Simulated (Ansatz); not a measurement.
## How many bands does the GW gap of AgCl (Fm-3m) need?

Aim: see how the G0W0 gap of AgCl (Fm-3m) on PBE moves with empty bands and screening cutoff, and what each rung costs.

Program: Ansatz 0.2.0. Level of theory: G0W0 on PBE, plane waves, PAW. Results are calculated unless marked as measured.

In doubt: one-shot GW on d or f shells is unsure, so the values of those runs are not to be relied on.

### Step 1. The starting structure

Symmetry: Fm-3m, No. 225, cubic system. The conventional cell has a = 5.545 Å, b = 5.545 Å, c = 5.545 Å, α = 90.00°, β = 90.00°, γ = 90.00°. Ag has 6 Cl at 2.77 Å nearest. Nearest to Cl lie 6 Ag at 2.77 Å. Farther neighbours and most contacts between anions are not listed.

The cell and positions are those that the Materials Project relaxed with its own functionals (PBE, PBE+U or r2SCAN), kept fixed. The default PAW set here is soft_2. Its files were made with PBE.

### Step 2. 44 empty bands, screening to 60 eV

G0W0 replaces the xc potential by the self-energy, built once from these orbitals. Only a window of levels is corrected, while the sums run over the empty bands that the input names.

Input file input.yaml:

```yaml
crystal:
  lattice:
    - [0.0, 2.7726629968, 2.7726629968]
    - [2.7726629968, 0.0, 2.7726629968]
    - [2.7726629968, 2.7726629968, 0.0]
  atoms:
    - { symbol: Ag, position: [0.0, 0.0, 0.0] }
    - { symbol: Cl, position: [0.5, 0.5, 0.5] }
kpoints:
  mp_grid: { grid: [6, 6, 6] }
hamiltonian:
  xc: pbe
scf:
  occupations: { method: fixed }
gw:
  n_empty_bands: 44
  ecut_chi: 60
  qp_bands: [v2, c2]
  qp_kpoints: band_edges
  screening: { model: contour_deformation }
```

Started as:

```console
$ ansatz run input.yaml --threads 3 --pin off --max-ram 92160MiB --backend cuda --events-out ev --progress --plain --runs-dir out --devices 1 --max-vram 13GiB
```

Numbers of over 12 decimals in the logs are rounded to 6 here.

The log of the run:

```text
GPUs: using 1 of 1 available (devices: 1).
Engine: ansatz 0.2.0, x86_64-unknown-linux-gnu
Pseudopotentials: kind: paw
Pseudopotential: Ag, paw, valence charge 19, recommended cutoff 420 eV (normal), Ag.paw.azcp
Pseudopotential: Cl, paw, valence charge 7, recommended cutoff 420 eV (normal), Cl.paw.azcp
Functional definition: PBE
  parameter kappa = 0.804
  parameter beta = 0.066725
  exchange = pbe_x(kappa = kappa, mu = beta*pi^2/3)
  correlation = pbe_c(beta = beta)
device memory: the entry about to start is reckoned to put 0.5 GiB on a device that reports 60.7 GiB free (of which the cap on the GPU budget leaves the run 13.0 GiB)
GPU FFT provider: cuFFT
GPU libraries: cuBLAS 13.8.2, cuFFT 12.4.0, cuSOLVER 12.3.4
Crystal: 2 atoms, lattice volume = 42.631 Å³
Basis set: ecut = 420 eV, 869 PW (Γ)
Bands: 17, of which v1, the nominal top of the filled ones, is band 13 counted from 1 (12 counted from 0)
Symmetry: 48 space group operations
Space group: Fm-3m (ITA 225), of the structure as read, at distance tolerance 3.5e-5 Å
k-points: 16 of 216
Non-local potential: Ag, projectors of the file, l = 0: 3, l = 1: 2, l = 2: 2, l = 3: 1
Non-local potential: Cl, projectors of the file, l = 0: 2, l = 1: 2, l = 2: 2
PAW form: soft (Blöchl's): semilocal exchange-correlation on the pseudo side does not see the compensation charge
PAW one-centre angular grid: Ag, 590 points (default); XC on 64 Gauss nodes
PAW one-centre angular grid: Cl, 110 points (default); XC on 64 Gauss nodes
Initial density: superposition of atomic densities (neutral atoms: chi_scale 0, normalization atom), corrected by the library's trained network
Initial wavefunctions: pseudopotential atomic-orbital guess
GPU buffer pool allocated for 19683 grid points (all kernels)
GPU transforms: local potential and band sums: pruned to the plane-wave sphere, on 25×27×27
Functional: x = pbe(κ = 0.804, μ = 0.219515), c = pbe(β = 0.066725)
SCF iter   1: F=—  HF=-8670.889781 eV  |F-HF|=—  |Δ(HF+E_count)|=         —  Δρ=5.66e-4  dr2=8.36e-5  ethr=1.77e-3  ⟨swp⟩=4.0  Hψ=1136  notcnv=0  defer=27
preconditioner: auto → none  [insulator: Δε(μ)=0.906 eV  Ē_g=10.938 eV  n_scr=14 (ndim 8)  ℏωp=24.1 eV  f_vac=0.036  ε∞_Penn≈5.9]
SCF iter   2: F=—  HF=-8670.890445 eV  |F-HF|=—  |Δ(HF+E_count)|=   6.64e-4  Δρ=2.27e-4  dr2=1.42e-5  ethr=3.22e-7  ⟨swp⟩=3.0  Hψ=719  notcnv=0  defer=30
SCF iter   3: F=—  HF=-8670.890455 eV  |F-HF|=—  |Δ(HF+E_count)|=   1.01e-5  Δρ=1.25e-4  dr2=2.49e-6  ethr=5.45e-8  ⟨swp⟩=2.0  Hψ=405  notcnv=0  defer=30
SCF iter   4: F=—  HF=-8670.890461 eV  |F-HF|=—  |Δ(HF+E_count)|=   6.39e-6  Δρ=4.56e-5  dr2=3.31e-7  ethr=9.57e-9  ⟨swp⟩=2.0  Hψ=389  notcnv=0  defer=30
iter 5 did not close the SCF: its close was put off for the readings that it lacked (scf_convergence_deferred on its scf_iter line)
SCF iter   5: F=-8670.890463 eV  HF=-8670.890463 eV  |F-HF|=6.45e-8  |Δ(HF+E_count)|=   1.22e-6  Δρ=9.49e-6  dr2=1.36e-8  ethr=1.27e-9  ⟨swp⟩=2.0  Hψ=416  notcnv=0  defer=30
SCF iter   6: F=-8670.890463 eV  HF=-8670.890463 eV  |F-HF|=9.72e-9  |Δ(HF+E_count)|=   7.46e-8  Δρ=6.54e-6  dr2=1.56e-8  ethr=5.24e-11  ⟨swp⟩=4.3  Hψ=1119  notcnv=0
SCF 1 converged in 6 iterations: F = -8670.890463 eV  dr2 = 1.56e-8
  greatest PAW one-centre occupation: 1.000 electrons in one spin orbital (limit 2), on the Ag atom at site 0 (counted from 0), in its partial waves of l = 0
device memory: the entry about to start is reckoned to put 0.6 GiB on a device that reports 60.7 GiB free (of which the cap on the GPU budget leaves the run 13.0 GiB)
NSCF: frozen V_eff on 16 k-points, pencils in batches of 32, up to order 68
the band table was solved once the SCF had ended and its energy, with any forces and stress, was formed, with the checks that follow a solve (1323 applications of the Hamiltonian). They found nothing against the state; the energy, forces and stress were not computed again (output.eigenvalues in the input reference)
device memory: the entry about to start is reckoned to put 1.2 GiB on a device that reports 60.1 GiB free (of which the cap on the GPU budget leaves the run 13.0 GiB)
NSCF: frozen V_eff on 16 k-points
G₀W₀ screening: q 1/16
[... further progress lines ...]
device memory: the entry about to start is reckoned to put 0.3 GiB on a device that reports 55.7 GiB free (of which the cap on the GPU budget leaves the run 13.0 GiB)
NSCF: frozen V_eff on 1 k-points
device memory: the entry about to start is reckoned to put 0.3 GiB on a device that reports 55.7 GiB free (of which the cap on the GPU budget leaves the run 13.0 GiB)
NSCF: frozen V_eff on 1 k-points
SCF converged after 6 iterations
Free energy (F): -8670.890463 eV
Harris-Foulkes:  -8670.890463 eV  (|F-HF|=9.72e-9)
Internal energy: -8670.890463 eV  (E = F + TS)
E sigma→0 (E₀):  -8670.890463 eV
Fermi energy:    8.112652 eV
--- Per-component energies (eV) ---
  E_band       = -358.257450
  E_kinetic    = 689.410365
  E_local      = -3209.794322  (includes V_loc(G=0)·N_el)
  E_nonlocal   = 112.623848
  E_hartree    = 1408.800597
  E_xc         = -290.095067
  E_vxc        = -354.328416  (∫ρ·V_xc dr)
  E_paw        = -4564.836049  (= ΣΔE_a)
  E_vpaw       = -413.778603  (= ΣTr[D̂ρ^β])
  E_aug_tail   = 0.000409  (compensation charges beyond the density's cutoff)
  E_ewald      = -2817.000242
  E_smearing   = -0.000000  (= −TS)
  E_closure    = 0.000000  (closes the sum)
  Σ components = -8670.890463   (vs F -8670.890463, Δ=0.00e0)
--- Band table (eV; the first three rows and the last of 16) ---
  k-point 0: bands = [... 9 lower, 5.7095, 5.7925, 5.7925, 5.7925, 9.0237, 18.8090, 18.8090, 18.8090]
  k-point 1: bands = [... 9 lower, 5.7595, 6.0033, 6.8147, 6.8147, 10.1610, 16.9456, 18.1410, 18.1410]
  k-point 2: bands = [... 9 lower, 5.9409, 6.2201, 7.7276, 7.7276, 11.8054, 15.1228, 16.4373, 16.4373]
  k-point 15: bands = [... 9 lower, 6.1474, 6.1550, 6.1789, 6.8048, 11.6791, 15.8847, 16.2725, 17.0214]
--- G₀W₀: contour deformation, 7 samples at zero and on the imaginary axis and 4 off it, 216 q-points, 44 empty bands' worth ---
  eigenvalues of the whole cell's RPA ε∞ on this k-mesh (on a slab, of 1 + 4πα/V) = 4.9870, 4.9870, 4.9870; static W/v taken at q = 0 is 0.200521
  bands read: the sum over 57 bands ends inside a degenerate multiplet in 3 slots, whose members it reads at an even weight; the widest, k=0: bands 56 to 58 (counted from 1) at 2/3 each
  gw.qp_kpoints: band_edges: 9 of 16 stored k-points solved, in 1 pass; an edge of the gap read off the rows below is read off those points alone
    valence top: of the k-points left out ik 11 came nearest to being solved in a further pass, in band 13 (counted from 1, as in the quasiparticle table): it holds the edge there only if its correction is more favourable than any solved in that band by at least 0.590 eV; those differ by 0.335 eV
    conduction bottom: of the k-points left out ik 4 came nearest to being solved in a further pass, in band 14 (counted from 1, as in the quasiparticle table): it holds the edge there only if its correction is more favourable than any solved in that band by at least 1.478 eV; those differ by 0.426 eV
    ik  band        ε_KS         Σx   Σc(E_QP)       V_xc       Z   E_QP_lin       E_QP  E_QP is
     0    12      5.7925   -20.9513     3.5493   -16.8671  0.7426     5.2515     5.2575  root
     0    13      5.7925   -20.9513     3.5493   -16.8671  0.7426     5.2515     5.2575  root
     0    14      9.0237    -8.2955    -3.6458   -12.4499  0.8150     9.5346     9.5323  root
     0    15     18.8090    -7.9503    -4.4788   -13.3447  0.7728    19.7371    19.7246  root
     1    12      6.8147   -28.3261     4.4330   -23.2552  0.7500     6.1677     6.1768  root
     1    13      6.8147   -28.3261     4.4330   -23.2552  0.7500     6.1677     6.1768  root
     1    14     10.1610    -9.3383    -3.5763   -13.5239  0.8062    10.7743    10.7703  root
     1    15     16.9456    -6.8441    -4.4081   -11.9394  0.7818    17.6392    17.6328  root
     2    12      7.7276   -29.6404     4.3018   -24.7778  0.7628     7.1612     7.1668  root
     2    13      7.7276   -29.6404     4.3018   -24.7778  0.7628     7.1612     7.1668  root
     2    14     11.8054    -8.3441    -3.8432   -12.8101  0.8015    12.4338    12.4282  root
     2    15     15.1228    -7.6790    -4.6433   -13.1218  0.7677    15.9314    15.9222  root
     3    12      8.1127   -30.3424     4.2769   -25.5425  0.7671     7.5851     7.5896  root
     3    13      8.1127   -30.3424     4.2769   -25.5425  0.7671     7.5851     7.5896  root
     3    14     12.3462    -5.7580    -3.7848    -9.9409  0.8164    12.7463    12.7443  root
     3    15     14.6545    -9.9854    -5.1299   -16.1599  0.7328    15.7182    15.6992  root
     6    12      7.5392   -30.4881     4.4998   -25.3570  0.7605     6.9003     6.9079  root
     6    13      7.6259   -30.0394     4.4129   -25.0309  0.7613     7.0237     7.0303  root
     6    14     12.8124    -8.0792    -4.1453   -12.9777  0.7928    13.5760    13.5656  root
     6    15     13.8717    -7.5020    -4.2245   -12.4529  0.7875    14.6086    14.5980  root
     7    12      7.0409   -30.3778     4.6508   -25.0449  0.7528     6.3487     6.3589  root
     7    13      8.0576   -30.3786     4.3034   -25.5400  0.7666     7.5177     7.5225  root
     7    14     12.9500    -8.5773    -4.0137   -13.2886  0.7905    13.6566    13.6477  root
     7    15     14.0283    -7.6103    -4.4695   -12.8965  0.7788    14.8590    14.8450  root
[...]
10    12      6.6294   -30.8261     4.9517   -25.1370  0.7439     5.8784     5.8921  root
    10    13      6.6517   -32.8360     5.2814   -26.7750  0.7419     5.8565     5.8722  root
    10    14     11.3005    -8.1743    -4.1027   -13.1016  0.8038    12.1343    12.1250  root
    10    15     15.6118    -7.8505    -4.1381   -12.6497  0.7872    16.2797    16.2728  root
    12    12      6.1547   -35.4778     5.8425   -28.7091  0.7375     5.2059     5.2286  root
    12    13      6.2396   -35.5673     5.9526   -28.7568  0.7292     5.3591     5.3817  root
    12    14     10.4893    -7.6519    -4.0592   -12.4782  0.8110    11.2630    11.2563  root
    12    15     16.0766    -9.0092    -3.7468   -13.4017  0.8000    16.7282    16.7223  root
```

It took 14 s on 1 × NVIDIA H100 80GB HBM3 (shared by 6 runs) with 3 threads of AMD EPYC 7R13 (Zen 3), shared host; peak memory 1 GiB.

This step gave:

```
bands summed                                 : 57
RPA ε∞ on this mesh (eigenvalues)            : 4.987, 4.987, 4.987
plane waves in the screening matrix          : 59
q-points in the mesh                         : 216
G0W0 gap on the mesh                         : 1.943 eV
k of the valence top                         : 0, 0, -0.5
k of the conduction bottom                   : 0, 0, 0
starting gap on the mesh                     : 0.9111 eV
Z at the valence top                         : 0.7671
Z at the conduction bottom                   : 0.8150
least direct G0W0 gap on the computed points : 4.275 eV
```

The gap on the mesh goes from 0.91 eV to 1.94 eV, a correction of +1.03 eV. Between the two edge states, bare exchange in place of the xc potential would open the gap by 8.95 eV, and correlation takes back 7.92 eV.

### Step 3. 127 empty bands, screening to 120 eV

Bands and screening cutoff are moved together, since each hides the error of the other.

input.yaml: that of step 2 with these lines changed.

```diff
@@ -15,4 +15,4 @@
 gw:
-  n_empty_bands: 44
-  ecut_chi: 60
+  n_empty_bands: 127
+  ecut_chi: 120
   qp_bands: [v2, c2]
```

The log of the run:

```text
GPUs: using 1 of 1 available (devices: 1).
[...]
GPU FFT provider: cuFFT
GPU libraries: cuBLAS 13.8.2, cuFFT 12.4.0, cuSOLVER 12.3.4
Crystal: 2 atoms, lattice volume = 42.631 Å³
Basis set: ecut = 420 eV, 869 PW (Γ)
Bands: 17, of which v1, the nominal top of the filled ones, is band 13 counted from 1 (12 counted from 0)
Symmetry: 48 space group operations
[...]
k-points: 16 of 216
[...]
GPU buffer pool allocated for 19683 grid points (all kernels)
[...]
SCF iter   1: F=—  HF=-8670.889781 eV  |F-HF|=—  |Δ(HF+E_count)|=         —  Δρ=5.66e-4  dr2=8.36e-5  ethr=1.77e-3  ⟨swp⟩=4.0  Hψ=1136  notcnv=0  defer=27
[...]
SCF iter   6: F=-8670.890463 eV  HF=-8670.890463 eV  |F-HF|=9.72e-9  |Δ(HF+E_count)|=   7.46e-8  Δρ=6.54e-6  dr2=1.56e-8  ethr=5.24e-11  ⟨swp⟩=4.3  Hψ=1119  notcnv=0
SCF 1 converged in 6 iterations: F = -8670.890463 eV  dr2 = 1.56e-8
[...]
NSCF: frozen V_eff on 16 k-points, pencils in batches of 32, up to order 68
[...]
NSCF: frozen V_eff on 16 k-points
G₀W₀ screening: q 1/16
[... further progress lines ...]
[...]
SCF converged after 6 iterations
Free energy (F): -8670.890463 eV
[...]
Internal energy: -8670.890463 eV  (E = F + TS)
E sigma→0 (E₀):  -8670.890463 eV
Fermi energy:    8.112652 eV
[...]
--- Band table (eV; the first three rows and the last of 16) ---
  k-point 0: bands = [... 9 lower, 5.7095, 5.7925, 5.7925, 5.7925, 9.0237, 18.8090, 18.8090, 18.8090]
  k-point 1: bands = [... 9 lower, 5.7595, 6.0033, 6.8147, 6.8147, 10.1610, 16.9456, 18.1410, 18.1410]
  k-point 2: bands = [... 9 lower, 5.9409, 6.2201, 7.7276, 7.7276, 11.8054, 15.1228, 16.4373, 16.4373]
  k-point 15: bands = [... 9 lower, 6.1474, 6.1550, 6.1789, 6.8048, 11.6791, 15.8847, 16.2725, 17.0214]
[...]
0    12      5.7925   -20.9513     3.2436   -16.8671  0.7364     4.9363     4.9519  root
     0    13      5.7925   -20.9513     3.2436   -16.8671  0.7364     4.9363     4.9519  root
     0    14      9.0237    -8.2955    -3.8768   -12.4499  0.8120     9.3020     9.3013  root
     0    15     18.8090    -7.9503    -4.7770   -13.3447  0.7704    19.4339    19.4264  root
     1    12      6.8147   -28.3261     4.1432   -23.2552  0.7443     5.8667     5.8871  root
     1    13      6.8147   -28.3261     4.1432   -23.2552  0.7443     5.8667     5.8871  root
     1    14     10.1610    -9.3383    -3.8439   -13.5239  0.8026    10.5040    10.5028  root
     1    15     16.9456    -6.8441    -4.6661   -11.9394  0.7807    17.3779    17.3748  root
[...]
12    12      6.1547   -35.4778     5.6222   -28.7091  0.7335     4.9716     5.0083  root
    12    13      6.2396   -35.5673     5.7212   -28.7568  0.7245     5.1124     5.1503  root
    12    14     10.4893    -7.6519    -4.3429   -12.4782  0.8090    10.9752    10.9727  root
    12    15     16.0766    -9.0092    -3.9794   -13.4017  0.7979    16.4917    16.4897  root
```

Run time: 14 s. Hardware: 1 × NVIDIA H100 80GB HBM3 (shared by 6 runs) with 3 threads; peak memory 1.1 GiB; 11 s of CPU time.

This step gave:

```
bands summed                                 : 140
RPA ε∞ on this mesh (eigenvalues)            : 4.960, 4.960, 4.960
plane waves in the screening matrix          : 137
q-points in the mesh                         : 216
G0W0 gap on the mesh                         : 2.043 eV
k of the valence top                         : 0, 0, -0.5
k of the conduction bottom                   : 0, 0, 0
starting gap on the mesh                     : 0.9111 eV
Z at the valence top                         : 0.7608
Z at the conduction bottom                   : 0.8120
least direct G0W0 gap on the computed points : 4.349 eV
```

Against the run with 6×6×6 mesh, 44 empty bands, screening to 60 eV, the gap moves by +0.10 eV.

### Step 4. 273 empty bands, screening to 200 eV

input.yaml: that of step 3 with these lines changed.

```diff
@@ -15,4 +15,4 @@
 gw:
-  n_empty_bands: 127
-  ecut_chi: 120
+  n_empty_bands: 273
+  ecut_chi: 200.0
   qp_bands: [v2, c2]
```

The log of the run:

```text
GPUs: using 1 of 1 available (devices: 1).
[...]
GPU FFT provider: cuFFT
GPU libraries: cuBLAS 13.8.2, cuFFT 12.4.0, cuSOLVER 12.3.4
Crystal: 2 atoms, lattice volume = 42.631 Å³
Basis set: ecut = 420 eV, 869 PW (Γ)
Bands: 17, of which v1, the nominal top of the filled ones, is band 13 counted from 1 (12 counted from 0)
Symmetry: 48 space group operations
[...]
k-points: 16 of 216
[...]
1    15     16.9456    -6.8441    -4.7472   -11.9394  0.7818    17.2954    17.2937  root
[...]
12    12      6.1547   -35.4778     5.5332   -28.7091  0.7331     4.8759     4.9192  root
    12    13      6.2396   -35.5673     5.6268   -28.7568  0.7234     5.0100     5.0559  root
    12    14     10.4893    -7.6519    -4.4480   -12.4782  0.8084    10.8691    10.8676  root
    12    15     16.0766    -9.0092    -4.0475   -13.4017  0.7974    16.4234    16.4217  root
[key lines of the parts left out:]
SCF converged after 6 iterations
Free energy (F): -8670.890463 eV
Fermi energy:    8.112652 eV
```

It took 30 s on 1 × NVIDIA H100 80GB HBM3 (shared by 6 runs) with 3 threads; peak memory 1.4 GiB.

This step gave:

* bands summed: 286
* RPA ε∞ on this mesh (eigenvalues): 4.950, 4.950, 4.950
* plane waves in the screening matrix: 283
* G0W0 gap on the mesh: 2.086 eV
* k of the valence top: 0, 0, -0.5
* k of the conduction bottom: 0, 0, 0
* starting gap on the mesh: 0.9111 eV
* least direct G0W0 gap on the computed points: 4.421 eV

Against the run with 6×6×6 mesh, 127 empty bands, screening to 120 eV, the gap moves by +0.04 eV.

### Step 5. Changing the k mesh: 4×4×4 mesh, 127 empty bands, screening to 120 eV

Only the mesh changes. It samples the long-range screening, which converges on its own terms. Bands and cutoff differ from the step before, so it is read against an earlier run that matches them.

input.yaml: that of step 4 with these lines changed.

```diff
@@ -9,3 +9,3 @@
 kpoints:
-  mp_grid: { grid: [6, 6, 6] }
+  mp_grid: { grid: [4, 4, 4] }
 hamiltonian:
@@ -15,4 +15,4 @@
 gw:
-  n_empty_bands: 273
-  ecut_chi: 200.0
+  n_empty_bands: 127
+  ecut_chi: 120
   qp_bands: [v2, c2]
```

The log of the run:

```text
GPUs: using 1 of 1 available (devices: 1).
[...]
GPU FFT provider: cuFFT
GPU libraries: cuBLAS 13.8.2, cuFFT 12.4.0, cuSOLVER 12.3.4
Crystal: 2 atoms, lattice volume = 42.631 Å³
Basis set: ecut = 420 eV, 869 PW (Γ)
Bands: 17, of which v1, the nominal top of the filled ones, is band 13 counted from 1 (12 counted from 0)
Symmetry: 48 space group operations
[...]
k-points: 8 of 64
[...]
1    15     15.8995    -6.9361    -4.7407   -12.1010  0.7804    16.3258    16.3238  root
[...]
6    12      6.1564   -35.4850     5.6335   -28.7073  0.7334     4.9767     5.0122  root
     6    13      6.2424   -35.5818     5.7322   -28.7569  0.7255     5.1129     5.1497  root
     6    14     10.4909    -7.5875    -4.4167   -12.4764  0.8058    10.9657    10.9631  root
     6    15     16.0808    -8.9904    -4.0113   -13.3971  0.7949    16.4788    16.4763  root
[key lines of the parts left out:]
SCF converged after 6 iterations
Free energy (F): -8670.878537 eV
Fermi energy:    8.119699 eV
```

Wall time 12 s (1 × NVIDIA H100 80GB HBM3 (shared by 6 runs) with 3 threads); peak memory 1 GiB.

Numbers from this step:

```yaml
bands_summed: 140
rpa_eps_infinity_on_this_mesh_eigenvalues: 5.275, 5.275, 5.275
plane_waves_in_the_screening_matrix: 137
g0w0_gap_on_the_mesh: 2.044 eV
k_of_the_valence_top: 0, 0, -0.5
k_of_the_conduction_bottom: 0, 0, 0
starting_gap_on_the_mesh: 0.9078 eV
least_direct_g0w0_gap_on_the_computed_points: 4.352 eV
```

Against the run with 6×6×6 mesh, 127 empty bands, screening to 120 eV, the gap moves by +0.0005 eV.

(Continued in part 2 of 2.)

[Paths, hosts, dates, memory and timing lines, banners, echoed tables and standing remarks are left out of the program output.]

[Logs are printed without paths, hosts, clocks, repeated set-up lines and the standing remarks that a program may print on its own settings, such as how far it seeks lower states.]

[Runs of the session that timed out or met a known fault of the program may be left out.]

[Cells called generated may have been cut or substituted from an entry of the Crystallography Open Database or the Materials Project.]

[Hosts, paths, dates, database ids (printed as entryN), source tags and the programs' standing remarks are cut or masked in the printed files.]
